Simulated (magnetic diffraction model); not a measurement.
# Moment size from magnetic intensity in HoMg4Si2

Space group I4/mcm (no. 140), a = 8.2840 Å, c = 8.4320 Å.

```csv
site,atom,x,y,z
4a,Ho,0,0,3/4
8h,Si,0.1593,0.3407,1/2
16l,Mg,0.1377,0.6377,0.3402
```

The compound is invented for this exercise: a known structure type with other elements, its cell scaled to their sizes and not relaxed.

Only Ho is taken to order (form factors of Ho3+); orders and moment sizes are assumed, and not adapted to the symmetry. Radiation: neutrons of λ = 1.8 Å, 1.5° to 60°; isotropic B of 0.37 Å² (Ho), 0.51 Å² (Si) and 0.65 Å² (Mg). Simulated constant-wavelength pattern: nuclear and magnetic terms add, the magnetic one as |2.695 fm × Σ f S⊥ exp(2πi Q·r) exp(−B s²)|², summed over all Q at one angle with the factor 1/(sin²θ cos θ). For a modulated order the moment at position r is S exp(−2πi k·r) + c.c., with S = m/2 for a sine wave of amplitude m and S = m(u + iv)/2 for moments turning in a plane, u and v being orthogonal unit vectors in it; the phase factor of the sum at Q = H + k is then exp(2πi H·r). Free-ion form factors, Sears's scattering lengths of 1992, no absorption; a label names one of the reflections at its angle. The strongest nuclear line in the range is 100, and lines under 0.2 are left out.

In a first state the assumed order is k = (0.189 0 0), moments turning in the plane of [100] and [010], 9.5 μB on Ho; signs + at (0, 0, 3/4), + at (0, 0, 1/4), with this pattern:

| 2θ (°) | index | nuclear | magnetic |
| --- | --- | --- | --- |
| 2.35 | (0.189 0 0) | 0.0 | 1524.7 |
| 16.08 | (0.811 1 0) | 0.0 | 62.9 |
| 17.68 | (1 1 0) | 3.9 | 0.0 |
| 19.43 | (1.189 1 0) | 0.0 | 42.4 |
| 22.69 | (1.811 0 0) | 0.0 | 15.2 |
| 24.65 | (0 0 2) | 6.8 | 0.0 |
| 24.77 | (0.189 0 2) | 0.0 | 50.2 |
| 25.10 | (2 0 0) | 0.2 | 0.0 |
| 25.21 | (0.189 2 0) | 0.0 | 24.3 |
| 27.52 | (2.189 0 0) | 0.0 | 10.0 |
| 29.57 | (0.811 1 2) | 0.0 | 58.1 |
| 30.50 | (1 1 2) | 10.1 | 0.0 |
| 30.77 | (2 1 1) | 2.4 | 0.0 |
| 31.58 | (1.189 1 2) | 0.0 | 47.7 |
| 33.75 | (1.811 0 2) | 0.0 | 19.6 |
| 34.09 | (1.811 2 0) | 0.0 | 12.4 |
(The table stops after 16 lines; 44 more lie at higher angle.)

**Question.** Nearer the ordering temperature the line at 2.35° has total intensity 1100.2 on the same scale, and all moments have shrunk alike. How large is the Ho moment?

The nuclear part, 0.0, stays, so the magnetic part is 1100.2 against 1524.7. It goes as m², so m = 9.5 × √(1100.2/1524.7) = 8.07 μB; the value used was 8.07 μB.

[Logs are printed without paths, hosts, clocks, repeated set-up lines and the standing remarks that a program may print on its own settings, such as how far it seeks lower states.]
